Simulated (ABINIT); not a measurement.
# A GW chain in ABINIT: BaLiF3 (Pm-3m), part 2 of 3

Aim: the G0W0 gap of BaLiF3 (Pm-3m) on LDA, step by step.

ABINIT 10.8.3; LDA and many-body steps on it, plane waves. Known limits of the many-body steps: not at the basis limit; no spin-orbit coupling; coarse k mesh.

So far. Step 2 (Ground state): The gap is direct, at Γ.

### Step 3. Bands along the symmetry lines

Level of this step: DFT, LDA, plane waves, norm-conserving pseudopotentials (ABINIT).

The cheap functional maps the bands first; the places of the edges decide which points the dearer methods must see.

Input file run.abi:

```
acell 3*1.0 Angstrom
rprim 
  3.988581640000 0.000000000000 0.000000000000
  0.000000000000 3.988581640000 0.000000000000
  0.000000000000 0.000000000000 3.988581640000
ntypat 3
znucl 56 3 9
natom 5
typat 1 2 3 3 3
xred 
  0.000000000000 0.000000000000 0.000000000000
  0.500000000000 0.500000000000 0.500000000000
  0.000000000000 0.500000000000 0.500000000000
  0.500000000000 0.500000000000 0.000000000000
  0.500000000000 0.000000000000 0.500000000000
pp_dirpath "pseudos"
pseudos "Ba.upf, Li.upf, F.upf"
ecut 36
iscf -2
irdden 1
kptopt 0
nkpt 50
kpt 
  0.00000000 0.00000000 0.00000000
  0.00000000 0.06250000 0.00000000
  0.00000000 0.12500000 0.00000000
  0.00000000 0.18750000 0.00000000
  0.00000000 0.25000000 0.00000000
  0.00000000 0.31250000 0.00000000
  0.00000000 0.37500000 0.00000000
  0.00000000 0.43750000 0.00000000
  0.00000000 0.50000000 0.00000000
  0.06250000 0.50000000 0.00000000
  0.12500000 0.50000000 0.00000000
  0.18750000 0.50000000 0.00000000
  0.25000000 0.50000000 0.00000000
  0.31250000 0.50000000 0.00000000
  0.37500000 0.50000000 0.00000000
  0.43750000 0.50000000 0.00000000
  0.50000000 0.50000000 0.00000000
  0.43750000 0.43750000 0.00000000
  0.37500000 0.37500000 0.00000000
  0.31250000 0.31250000 0.00000000
  0.25000000 0.25000000 0.00000000
  0.18750000 0.18750000 0.00000000
  0.12500000 0.12500000 0.00000000
  0.06250000 0.06250000 0.00000000
  0.00000000 0.00000000 0.00000000
  0.06250000 0.06250000 0.06250000
  0.12500000 0.12500000 0.12500000
  0.18750000 0.18750000 0.18750000
  0.25000000 0.25000000 0.25000000
  0.31250000 0.31250000 0.31250000
  0.37500000 0.37500000 0.37500000
  0.43750000 0.43750000 0.43750000
  0.50000000 0.50000000 0.50000000
  0.43750000 0.50000000 0.43750000
  0.37500000 0.50000000 0.37500000
  0.31250000 0.50000000 0.31250000
  0.25000000 0.50000000 0.25000000
  0.18750000 0.50000000 0.18750000
  0.12500000 0.50000000 0.12500000
  0.06250000 0.50000000 0.06250000
  0.00000000 0.50000000 0.00000000
  0.50000000 0.50000000 0.50000000
  0.50000000 0.50000000 0.43750000
  0.50000000 0.50000000 0.37500000
  0.50000000 0.50000000 0.31250000
  0.50000000 0.50000000 0.25000000
  0.50000000 0.50000000 0.18750000
  0.50000000 0.50000000 0.12500000
  0.50000000 0.50000000 0.06250000
  0.50000000 0.50000000 0.00000000
istwfk *1
nband 24
nbdbuf 2
tolwfr 1e-08
nstep 40
prtwf 0
prtvol 0
indata_prefix "in"
outdata_prefix "out"
tmpdata_prefix "tmp"
```

Run with:

```
> OMP_NUM_THREADS=1 mpirun -n 4 abinit run.abi > log
```

Numbers of over 12 decimals in the logs are rounded to 6 here.

The program printed:

```text
.Version 10.8.3 of ABINIT. v10.8.2 released Aug 2026.

 Symmetries : space group Pm -3 m (#221); Bravais cP (primitive cubic)
[... echo of the input left out ...]
== DATASET  1 ==================================================================
-   mpi_nproc: 4, omp_nthreads: 1 (-1 if OMP is not activated)

--- !DatasetInfo
iteration_state: {dtset: 1, }
dimensions: {natom: 5, nkpt: 50, mband: 24, nsppol: 1, nspinor: 1, nspden: 1, mpw: 4468, }
cutoff_energies: {ecut:  36.0, pawecutdg:  -1.0, }
electrons: {nelect:   3.40000000E+01, charge:   0.00000000E+00, occopt:   1.00000000E+00, tsmear:   1.00000000E-02, }

 Real(R)+Recip(G) space primitive vectors, cartesian coordinates (Bohr,Bohr^-1):
 R(1)=  7.5373269  0.0000000  0.0000000  G(1)=  0.1326730  0.0000000  0.0000000
 R(2)=  0.0000000  7.5373269  0.0000000  G(2)=  0.0000000  0.1326730  0.0000000
 R(3)=  0.0000000  0.0000000  7.5373269  G(3)=  0.0000000  0.0000000  0.1326730
 Unit cell volume ucvol=  4.2820532E+02 bohr^3
 Angles (23,13,12)=  9.00000000E+01  9.00000000E+01  9.00000000E+01 degrees

 getcut: wavevector=  0.0000  0.0000  0.0000  ngfft=  45  45  45
         ecut(hartree)=     36.000   => boxcut(ratio)=   2.16132

--- Pseudopotential description ------------------------------------------------
- Ba Generated using ONCVPSP code by D. R. Hamann
- 56.00000  10.00000  180309                  znucl, zion, pspdat
12 -1012 2 -1 1912                            pspcod,pspxc,lmax,lloc,mmax
     nproj     2     2     2
  pspatm : epsatm=   25.95172157
         --- l  ekb(1:nproj) -->
             0    6.668455    0.685657
             1    5.046948    0.410312
             2    2.551809    0.419281
 pspatm: atomic psp has been read  and splines computed

- Li Generated using ONCVPSP code by D. R. Hamann
-  3.00000   3.00000  180309                  znucl, zion, pspdat
12 -1012 1 -1 1944                            pspcod,pspxc,lmax,lloc,mmax
     nproj     2     2     0
  pspatm : epsatm=    2.61415252
         --- l  ekb(1:nproj) -->
[...]
pspatm: atomic psp has been read  and splines computed

- F Generated using ONCVPSP code by D. R. Hamann
-  9.00000   7.00000  201202                  znucl, zion, pspdat
12 -1012 2 -1 824                             pspcod,pspxc,lmax,lloc,mmax
     nproj     2     2     1
  pspatm : epsatm=    4.94580260
         --- l  ekb(1:nproj) -->
[...]
2   -2.364936
 pspatm: atomic psp has been read  and splines computed

--------------------------------------------------------------------------------

================================================================================
 prteigrs : about to open file out_EIG
 Non-SCF case, kpt    1 (  0.00000  0.00000  0.00000), residuals and eigenvalues=
  6.97E-09  4.18E-09  4.34E-09  2.26E-09  6.75E-09  2.13E-09  2.43E-09  4.51E-09
[...]
Non-SCF case, kpt   49 (  0.50000  0.50000  0.06250), residuals and eigenvalues=
[...]
Non-SCF case, kpt   50 (  0.50000  0.50000  0.00000), residuals and eigenvalues=
[...]
1.5188E-02  4.3135E-02  4.3135E-02  5.7873E-02  5.8835E-02  3.9003E-01
  4.0126E-01  4.6211E-01  4.6211E-01  5.2380E-01  5.4428E-01  5.4428E-01

--- !ResultsGS
iteration_state: {dtset: 1, }
comment   : Summary of ground state results
lattice_vectors:
- [  7.5373269,   0.0000000,   0.0000000, ]
- [  0.0000000,   7.5373269,   0.0000000, ]
- [  0.0000000,   0.0000000,   7.5373269, ]
lattice_lengths: [   7.53733,    7.53733,    7.53733, ]
lattice_angles: [ 90.000,  90.000,  90.000, ] # degrees, (23, 13, 12)
lattice_volume:   4.2820532E+02
convergence: {deltae:  0.000E+00, res2:  0.000E+00, residm:  9.915E-09, diffor:  0.000E+00, }
etotal    :  -1.09416748E+02
entropy   :   0.00000000E+00
fermie    :   6.57595701E-02
cartesian_stress_tensor: null
pressure_GPa: null
xred      :
- [  0.0000E+00,   0.0000E+00,   0.0000E+00, Ba]
- [  5.0000E-01,   5.0000E-01,   5.0000E-01, Li]
- [  0.0000E+00,   5.0000E-01,   5.0000E-01,  F]
- [  5.0000E-01,   5.0000E-01,   0.0000E+00,  F]
- [  5.0000E-01,   0.0000E+00,   5.0000E-01,  F]
cartesian_forces: null
force_length_stats: {min: null, max: null, mean: null, }

 Integrated electronic density in atomic spheres:
 ------------------------------------------------
 Atom  Sphere_radius  Integrated_density
[...]
================================================================================

 ----iterations are completed or convergence reached----

 Mean square residual over all n,k,spin=   48.385E-10; max=  99.150E-10
 reduced coordinates (array xred) for    5 atoms
[...]
0.500000000000      0.500000000000      0.000000000000
       0.500000000000      0.000000000000      0.500000000000

 cartesian coordinates (angstrom) at end:
    1      0.000000     0.000000     0.000000
    2      1.994291     1.994291     1.994291
    3      0.000000     1.994291     1.994291
    4      1.994291     1.994291     0.000000
    5      1.994291     0.000000     1.994291
 length scales=  1.889726125908  1.889726125908  1.889726125908 bohr
              =  1.000000000000  1.000000000000  1.000000000000 angstroms
 prteigrs : about to open file out_EIG
 Eigenvalues (hartree) for nkpt=  50  k points:
 kpt#   1, nband= 24, wtk=  1.00000, kpt=  0.0000  0.0000  0.0000 (reduced coord)
[...]
kpt#   2, nband= 24, wtk=  1.00000, kpt=  0.0000  0.0625  0.0000 (reduced coord)
[...]
kpt#   3, nband= 24, wtk=  1.00000, kpt=  0.0000  0.1250  0.0000 (reduced coord)
[...]
kpt#  49, nband= 24, wtk=  1.00000, kpt=  0.5000  0.5000  0.0625 (reduced coord)
[...]
kpt#  50, nband= 24, wtk=  1.00000, kpt=  0.5000  0.5000  0.0000 (reduced coord)
[...]
-0.02053   -0.00674    0.01381    0.01519    0.01519    0.04314    0.04314    0.05787
   0.05883    0.39003    0.40126    0.46211    0.46211    0.52380    0.54428    0.54428

== END DATASET(S) ==============================================================
================================================================================

 -outvars: echo values of variables after computation  --------
            nband          24
             nkpt          50
          spgroup         221
 [... the other variables as echoed above ...]

 Calculation completed.
```

It took 39 s on 4 MPI ranks of Arm Neoverse N1, shared host; peak memory 0.34 GiB; 2.6 min of CPU time.

Numbers from this step:

| Quantity | Value |
| --- | --- |
| gap | 6.550 eV |
| k of the valence top | 0, 0, 0 |
| k of the conduction bottom | 0, 0, 0 |
| least direct gap | 6.550 eV |

The gap is 6.550 eV, as in the run before at this level.

Electronic bands along the path, in eV, zero at the top of the highest filled band:

```tsv
point	band 14	band 15	band 16	band 17	band 18	band 19	band 20	band 21
Γ	-0.84	0.00	0.00	0.00	6.55	6.55	7.90	9.87
halfway	-0.91	-0.50	-0.18	-0.18	7.25	7.53	9.25	10.07
X	-0.78	-0.78	-0.47	-0.47	8.01	8.51	10.31	10.76
halfway	-0.91	-0.75	-0.39	-0.31	8.55	9.61	9.74	10.56
M	-0.62	-0.62	-0.21	-0.19	8.82	9.13	10.79	10.79
halfway	-0.82	-0.71	-0.40	-0.04	7.84	8.61	9.45	10.35
Γ	-0.84	0.00	0.00	0.00	6.55	6.55	7.90	9.87
halfway	-1.17	-0.50	-0.15	-0.15	8.73	8.73	9.32	10.12
R	-0.20	-0.15	-0.15	-0.15	7.97	7.97	7.97	12.03
halfway	-0.50	-0.44	-0.39	-0.33	9.26	9.33	9.34	9.44
X	-0.78	-0.78	-0.47	-0.47	8.01	8.51	10.31	10.76
jump to R	-0.20	-0.15	-0.15	-0.15	7.97	7.97	7.97	12.03
halfway	-0.45	-0.45	-0.21	-0.17	8.40	9.05	9.05	10.13
M	-0.62	-0.62	-0.21	-0.19	8.82	9.13	10.79	10.79
```

### Step 4. Empty states on the mesh, 2×2×2 mesh, 63 bands

The sums over transitions need many empty states on a uniform mesh; this step solves for them.

Input file run.abi:

```
acell 3*1.0 Angstrom
rprim 
  3.988581640000 0.000000000000 0.000000000000
  0.000000000000 3.988581640000 0.000000000000
  0.000000000000 0.000000000000 3.988581640000
ntypat 3
znucl 56 3 9
natom 5
typat 1 2 3 3 3
xred 
  0.000000000000 0.000000000000 0.000000000000
  0.500000000000 0.500000000000 0.500000000000
  0.000000000000 0.500000000000 0.500000000000
  0.500000000000 0.500000000000 0.000000000000
  0.500000000000 0.000000000000 0.500000000000
pp_dirpath "pseudos"
pseudos "Ba.upf, Li.upf, F.upf"
ecut 36
ngkpt 2 2 2
nshiftk 1
shiftk 0 0 0
kptopt 1
chksymbreak 0
iscf -2
irdden 1
istwfk *1
nband 63
nbdbuf 4
tolwfr 1e-09
nstep 60
prtvol 0
indata_prefix "in"
outdata_prefix "out"
tmpdata_prefix "tmp"
```

The program printed:

```text
.Version 10.8.3 of ABINIT. v10.8.2 released Aug 2026.

 Symmetries : space group Pm -3 m (#221); Bravais cP (primitive cubic)
[... echo of the input left out ...]
== DATASET  1 ==================================================================
-   mpi_nproc: 4, omp_nthreads: 1 (-1 if OMP is not activated)

--- !DatasetInfo
iteration_state: {dtset: 1, }
dimensions: {natom: 5, nkpt: 4, mband: 63, nsppol: 1, nspinor: 1, nspden: 1, mpw: 4468, }
cutoff_energies: {ecut:  36.0, pawecutdg:  -1.0, }
electrons: {nelect:   3.40000000E+01, charge:   0.00000000E+00, occopt:   1.00000000E+00, tsmear:   1.00000000E-02, }

 Real(R)+Recip(G) space primitive vectors, cartesian coordinates (Bohr,Bohr^-1):
 R(1)=  7.5373269  0.0000000  0.0000000  G(1)=  0.1326730  0.0000000  0.0000000
 R(2)=  0.0000000  7.5373269  0.0000000  G(2)=  0.0000000  0.1326730  0.0000000
 R(3)=  0.0000000  0.0000000  7.5373269  G(3)=  0.0000000  0.0000000  0.1326730
 Unit cell volume ucvol=  4.2820532E+02 bohr^3
 Angles (23,13,12)=  9.00000000E+01  9.00000000E+01  9.00000000E+01 degrees

 getcut: wavevector=  0.0000  0.0000  0.0000  ngfft=  45  45  45
         ecut(hartree)=     36.000   => boxcut(ratio)=   2.16132

--- Pseudopotential description ------------------------------------------------
- Ba Generated using ONCVPSP code by D. R. Hamann
- 56.00000  10.00000  180309                  znucl, zion, pspdat
12 -1012 2 -1 1912                            pspcod,pspxc,lmax,lloc,mmax
     nproj     2     2     2
  pspatm : epsatm=   25.95172157
         --- l  ekb(1:nproj) -->
             0    6.668455    0.685657
             1    5.046948    0.410312
             2    2.551809    0.419281
 pspatm: atomic psp has been read  and splines computed

- Li Generated using ONCVPSP code by D. R. Hamann
-  3.00000   3.00000  180309                  znucl, zion, pspdat
12 -1012 1 -1 1944                            pspcod,pspxc,lmax,lloc,mmax
     nproj     2     2     0
  pspatm : epsatm=    2.61415252
         --- l  ekb(1:nproj) -->
[...]
pspatm: atomic psp has been read  and splines computed

- F Generated using ONCVPSP code by D. R. Hamann
-  9.00000   7.00000  201202                  znucl, zion, pspdat
12 -1012 2 -1 824                             pspcod,pspxc,lmax,lloc,mmax
     nproj     2     2     1
  pspatm : epsatm=    4.94580260
         --- l  ekb(1:nproj) -->
[...]
2   -2.364936
 pspatm: atomic psp has been read  and splines computed

--------------------------------------------------------------------------------

================================================================================
 prteigrs : about to open file out_EIG
 Non-SCF case, kpt    1 (  0.00000  0.00000  0.00000), residuals and eigenvalues=
  8.16E-10  3.59E-10  7.65E-10  3.11E-10  6.79E-10  1.13E-10  1.90E-10  2.74E-10
  1.08E-10  1.08E-10  2.67E-10  1.06E-10  1.90E-10  3.43E-10  7.74E-11  1.45E-10
  1.92E-10  7.94E-11  7.19E-10  8.70E-10  5.63E-11  1.40E-10  4.37E-10  3.57E-10
[...]
8.40E-10  1.84E-10  1.90E-10  2.22E-10  3.27E-07  3.47E-06  7.08E-08
 -1.3880E+00 -7.9605E-01 -6.3903E-01 -6.2414E-01 -6.2414E-01 -2.4284E-01
 -2.4284E-01 -2.4284E-01 -4.2122E-03 -4.2122E-03 -4.2122E-03  3.4891E-02
  3.4891E-02  3.4891E-02  6.5760E-02  6.5760E-02  6.5760E-02  3.0648E-01
[...]
1.3654E+00  1.3654E+00  1.4119E+00  1.4119E+00  1.4119E+00  1.5319E+00
  1.5319E+00  1.5319E+00  1.5603E+00  1.5610E+00  1.5610E+00  1.5610E+00
[...]
prteigrs : prtvol=0 or 1, do not print more k-points.

--- !ResultsGS
iteration_state: {dtset: 1, }
comment   : Summary of ground state results
lattice_vectors:
- [  7.5373269,   0.0000000,   0.0000000, ]
- [  0.0000000,   7.5373269,   0.0000000, ]
- [  0.0000000,   0.0000000,   7.5373269, ]
lattice_lengths: [   7.53733,    7.53733,    7.53733, ]
lattice_angles: [ 90.000,  90.000,  90.000, ] # degrees, (23, 13, 12)
lattice_volume:   4.2820532E+02
convergence: {deltae:  0.000E+00, res2:  0.000E+00, residm:  9.907E-10, diffor:  0.000E+00, }
etotal    :  -1.09416748E+02
entropy   :   0.00000000E+00
fermie    :   6.57595701E-02
cartesian_stress_tensor: null
pressure_GPa: null
xred      :
- [  0.0000E+00,   0.0000E+00,   0.0000E+00, Ba]
- [  5.0000E-01,   5.0000E-01,   5.0000E-01, Li]
- [  0.0000E+00,   5.0000E-01,   5.0000E-01,  F]
- [  5.0000E-01,   5.0000E-01,   0.0000E+00,  F]
- [  5.0000E-01,   0.0000E+00,   5.0000E-01,  F]
cartesian_forces: null
force_length_stats: {min: null, max: null, mean: null, }

 Integrated electronic density in atomic spheres:
 ------------------------------------------------
 Atom  Sphere_radius  Integrated_density
[...]
================================================================================

 ----iterations are completed or convergence reached----

 Mean square residual over all n,k,spin=   38.461E-11; max=  99.068E-11
 reduced coordinates (array xred) for    5 atoms
[...]
0.500000000000      0.500000000000      0.000000000000
       0.500000000000      0.000000000000      0.500000000000

 cartesian coordinates (angstrom) at end:
    1      0.000000     0.000000     0.000000
    2      1.994291     1.994291     1.994291
    3      0.000000     1.994291     1.994291
    4      1.994291     1.994291     0.000000
    5      1.994291     0.000000     1.994291
 length scales=  1.889726125908  1.889726125908  1.889726125908 bohr
              =  1.000000000000  1.000000000000  1.000000000000 angstroms
 prteigrs : about to open file out_EIG
 Eigenvalues (hartree) for nkpt=   4  k points:
 kpt#   1, nband= 63, wtk=  0.12500, kpt=  0.0000  0.0000  0.0000 (reduced coord)
[...]
1.09032    1.09032    1.21110    1.21110    1.30526    1.34520    1.34520    1.34520
   1.36537    1.36537    1.41185    1.41185    1.41185    1.53191    1.53191    1.53191
   1.56028    1.56097    1.56097    1.56097    1.61016    1.63527    1.67911
 prteigrs : prtvol=0 or 1, do not print more k-points.

== END DATASET(S) ==============================================================
================================================================================

 -outvars: echo values of variables after computation  --------
            nband          63
             nkpt           4
          spgroup         221
 [... the other variables as echoed above ...]

 Calculation completed.
```

Run time: 16 s. Hardware: 4 MPI ranks; peak memory 0.29 GiB.

Numbers from this step:

- gap: 6.550 eV
- k of the valence top: 0, 0, 0
- k of the conduction bottom: 0, 0, 0
- least direct gap: 6.550 eV
- k points computed: 4
- lowest point of the top converged band, above the valence top: 39.93 eV

On this mesh the gap is 6.550 eV.

### Step 5. Screening, 2×2×2 mesh, 59 bands, screening to 106.1 eV

The RPA dielectric matrix is built and inverted for each q.

This step: RPA screening on LDA, plane waves, norm-conserving pseudopotentials.

Changes to run.abi since step 4:

```diff
@@ -23,10 +23,11 @@
 chksymbreak 0
-iscf -2
-irdden 1
 istwfk *1
-nband 63
-nbdbuf 4
-tolwfr 1e-09
-nstep 60
-prtvol 0
+occopt 1
+irdwfk 1
+optdriver 3
+nband 59
+ecuteps 3.9
+inclvkb 2
+awtr 1
+symchi 1
 indata_prefix "in"
```

The program printed:

```text
.Version 10.8.3 of ABINIT. v10.8.2 released Aug 2026.

 Symmetries : space group Pm -3 m (#221); Bravais cP (primitive cubic)
[... echo of the input left out ...]
== DATASET  1 ==================================================================
-   mpi_nproc: 4, omp_nthreads: 1 (-1 if OMP is not activated)

--- !DatasetInfo
iteration_state: {dtset: 1, }
dimensions: {natom: 5, nkpt: 4, mband: 59, nsppol: 1, nspinor: 1, nspden: 1, mpw: 4468, }
cutoff_energies: {ecut:  36.0, pawecutdg:  -1.0, }
electrons: {nelect:   3.40000000E+01, charge:   0.00000000E+00, occopt:   1.00000000E+00, tsmear:   1.00000000E-02, }

 SCREENING: Calculation of the susceptibility and dielectric matrices

 Based on a program developped by R.W. Godby, V. Olevano, G. Onida, and L. Reining.
 Incorporated in ABINIT by V. Olevano, G.-M. Rignanese, and M. Torrent.
.Using double precision arithmetic ; gwpc =  8

[... cell and pseudopotentials left out ...]
--------------------------------------------------------------------------------

 ==== K-mesh for the wavefunctions ====
 Number of points in the irreducible wedge :     4
[... list of points left out ...]
 Together with 48 symmetry operations and time-reversal symmetry
 yields     8 points in the full Brillouin Zone.

 ==== Q-mesh for the screening function ====
 Number of points in the irreducible wedge :     4
[... list of points left out ...]
 Together with 48 symmetry operations and time-reversal symmetry
 yields     8 points in the full Brillouin Zone.

 setmesh: FFT mesh size selected  =    27x   27x   27
          total number of points  =        19683

 vcoul_init : cutoff-mode = AUXILIARY_FUNCTION
 q-points for optical limit:   1
     1)      0.000010    0.000020    0.000030

- screening: taking advantage of time-reversal symmetry
- Maximum band index for partially occupied states nbvw = 17
- Remaining bands to be divided among processors   nbcw = 42
- Number of bands treated by each node ~10

 Number of electrons calculated from density =   34.0000; Expected =   34.0000
 average of density, n =  0.079401
 r_s =    1.4433
 omega_plasma =   27.1812 [eV]

 calculating chi0 at frequencies [eV] :
  1    0.000000E+00    0.000000E+00
  2    0.000000E+00    2.718123E+01

--------------------------------------------------------------------------------
  q-point number  1        q = ( 0.000000, 0.000000, 0.000000) [r.l.u.]
--------------------------------------------------------------------------------
[... chi0 elements left out ...]
 For q-point:  0.000010 0.000020 0.000030
  dielectric constant =   2.6781
  dielectric constant without local fields =   2.8887

  Average fulfillment of the sum rule on Im[epsilon] for q-point    1 :     39.37  [%]
[... wings left out ...]
  q-point number  2        q = ( 0.500000, 0.000000, 0.000000) [r.l.u.]
--------------------------------------------------------------------------------
[... chi0 elements left out ...]
  Average fulfillment of the sum rule on Im[epsilon] for q-point    2 :     49.42  [%]

 [... 2 further q-points ...]
```

The job ended after 10 s (4 MPI ranks; peak memory 0.55 GiB).

This step gave:

| Property | Result |
| --- | --- |
| ε∞ with local fields, on this mesh, along the program's q direction | 2.678 |
| the same without local fields | 2.889 |
| plasma frequency | 27.18 eV |
| plane waves in the screening matrix | 171 |

Local fields lower ε∞ by 7 %. On a Γ-centred mesh this coarse the value itself is usually too large, while a short band sum pulls it down.

(Continued in part 3 of 3.)

[Paths, hosts, dates, memory and timing lines, banners, echoed tables and standing remarks are left out of the program output.]

[Logs are printed without paths, hosts, clocks, repeated set-up lines and the standing remarks that a program may print on its own settings, such as how far it seeks lower states.]

[Runs of the session that timed out or met a known fault of the program may be left out.]

[Hosts, paths, dates, database ids (printed as entryN), source tags and the programs' standing remarks are cut or masked in the printed files.]

[G0W0 gaps are taken among the corrected bands and points alone; a level outside them can change the order at an edge.]

[Where Ansatz stands beside ABINIT at settings called matched, ABINIT's density can come from a denser mesh and the files from another edition; pairs whose starting gaps differed by over 0.03 eV were left out, so agreement reads better than it is.]
